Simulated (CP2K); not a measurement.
The F K edge of fluoroallene was computed by TDDFT (CP2K XAS_TDP, aug-cc-pVDZ, TDA) at these levels: PBE, PBEh(45%) and PBEh(45%) + GW2X. The first three lines of F4 (bonded to C) with a strength over 0.0015, energy in eV and strength:

```tsv
run	first	second	third
1	688.06 (0.025)	689.70 (0.008)	690.71 (0.003)
2	681.87 (0.025)	683.51 (0.008)	684.52 (0.004)
3	659.34 (0.005)	660.37 (0.005)	664.39 (0.005)
```

**Question.** Which run is which?

Run 1: PBEh(45%) + GW2X (45 % exact exchange). Run 2: PBEh(45%) (45 % exact exchange). Run 3: PBE (0 % exact exchange). Self-interaction lifts the core level, so the uncorrected lines rise with the share of exact exchange. The GW2X run keeps the spacings of its parent: 1.64 eV between the first two lines in run 1, 1.64 eV in run 2. Its shift is +6.19 eV, since the Kohn–Sham level at this share of exchange lies that far above the quasiparticle level.

[Banner, clock and machine lines of the logs are left out without a mark of their own.]

[Logs are printed without paths, hosts, clocks, repeated set-up lines and the standing remarks that a program may print on its own settings, such as how far it seeks lower states.]

[Hosts, paths, dates, database ids (printed as entryN), source tags and the programs' standing remarks are cut or masked in the printed files.]
